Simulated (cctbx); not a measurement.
# Interatomic vectors of Co2Ag3Cl7

Space group Pbam (no. 55), a = 11.8450 Å, b = 12.5550 Å, c = 3.7300 Å, α = 90.00°, β = 90.00°, γ = 90.00°, content Ag6 Co4 Cl14.

Simulated single-crystal data (cctbx): Cu Kα, λ = 1.54184 Å, to d = 0.83 Å, 70 % of the full sphere, strongest reflection 40000 counts, noise from counting, a 6 % proportional error and a noise floor of 15 counts (s.d.); no absorption.

Patterson synthesis, origin scaled to 1000:

```text
Patterson group P m m m
      u       v       w   height  length (A)
  0.000   0.000   0.000   1000.0     0.00
  0.500   0.225   0.000    300.7     6.56
  0.097   0.358   0.000    273.3     4.64
  0.500   0.500   0.000    266.2     8.63
  0.400   0.140   0.000    253.2     5.06
  0.298   0.500   0.000    245.7     7.20
  0.148   0.249   0.500    206.6     4.04
  0.500   0.000   0.500    169.2     6.21
  0.000   0.500   0.500    139.4     6.55
  0.194   0.283   0.000    138.7     4.23
  0.354   0.500   0.500    137.9     7.78
  0.346   0.000   0.500    133.2     4.50
  0.053   0.180   0.500    128.7     2.99
  0.202   0.074   0.500    114.9     3.17
```

**Question.** Which atom pairs make the peaks, and where is the heaviest atom?

A peak at u stands for all pairs with xi − xj = u, with weight Σ ZiZj against Σ Z² = 20216 at the origin. Peak heights follow these weights only roughly, since form factors, motion and series ripples differ, all vectors within 0.55 Å of a peak are counted as merged into it though the farther ones add only part of their weight, and F(000) is left out, which lowers the whole map:

| u | v | w | shortest length (Å) | height | 1000 ΣZiZj/ΣZ² | pairs in the cell |
| --- | --- | --- | --- | --- | --- | --- |
| 0.500 | 0.225 | 0.000 | 6.56 | 301 | 363 | 2 × Ag–Ag, 4 × Co–Co |
| 0.097 | 0.358 | 0.000 | 4.64 | 273 | 312 | 2 × Ag–Ag, 2 × Ag–Cl, 1 × Cl–Cl |
| 0.500 | 0.500 | 0.000 | 8.63 | 266 | 247 | 2 × Ag–Ag, 2 × Cl–Cl |
| 0.400 | 0.140 | 0.000 | 5.05 | 253 | 233 | 2 × Ag–Ag, 1 × Cl–Cl |
| 0.298 | 0.500 | 0.000 | 7.20 | 246 | 219 | 2 × Ag–Ag |
| 0.148 | 0.249 | 0.500 | 4.04 | 207 | 280 | 4 × Ag–Co, 2 × Cl–Cl |
| 0.500 | 0.000 | 0.500 | 6.21 | 169 | 158 | 4 × Ag–Cl |
| 0.000 | 0.500 | 0.500 | 6.55 | 139 | 158 | 4 × Ag–Cl |
| 0.194 | 0.283 | 0.000 | 4.23 | 139 | 188 | 1 × Ag–Ag, 2 × Ag–Cl |
| 0.354 | 0.500 | 0.500 | 7.78 | 138 | 251 | 4 × Ag–Co |

The table stops at ten peaks or at a height of 45, below which ripples compete. In the model behind the data Ag, the heaviest element, has 2 independent sites: (0.8993, 0.8610, 0) and (1/2, 0, 0), up to an allowed shift of origin; the Ag–Ag vectors are differences of these positions and their symmetry mates. The whole model:

| atom | mult. | x | y | z | Ueq (Å²) |
| --- | --- | --- | --- | --- | --- |
| Ag1 | 4 | 0.8993 | 0.8610 | 0 | 0.0182 |
| Ag2 | 2 | 1/2 | 0 | 0 | 0.0199 |
| Co1 | 4 | 0.7448 | 0.6159 | 1/2 | 0.0260 |
| Cl1 | 4 | 0.5641 | 0.1809 | 1/2 | 0.0289 |
| Cl2 | 4 | 0.8016 | 0.4291 | 1/2 | 0.0380 |
| Cl3 | 2 | 0 | 0 | 1/2 | 0.0245 |
| Cl4 | 4 | 0.8405 | 0.1975 | 0 | 0.0294 |

The model is made up (kin elements in a known structure type, no relaxation), so it says nothing on whether the phase exists.

[Logs are printed without paths, hosts, clocks, repeated set-up lines and the standing remarks that a program may print on its own settings, such as how far it seeks lower states.]
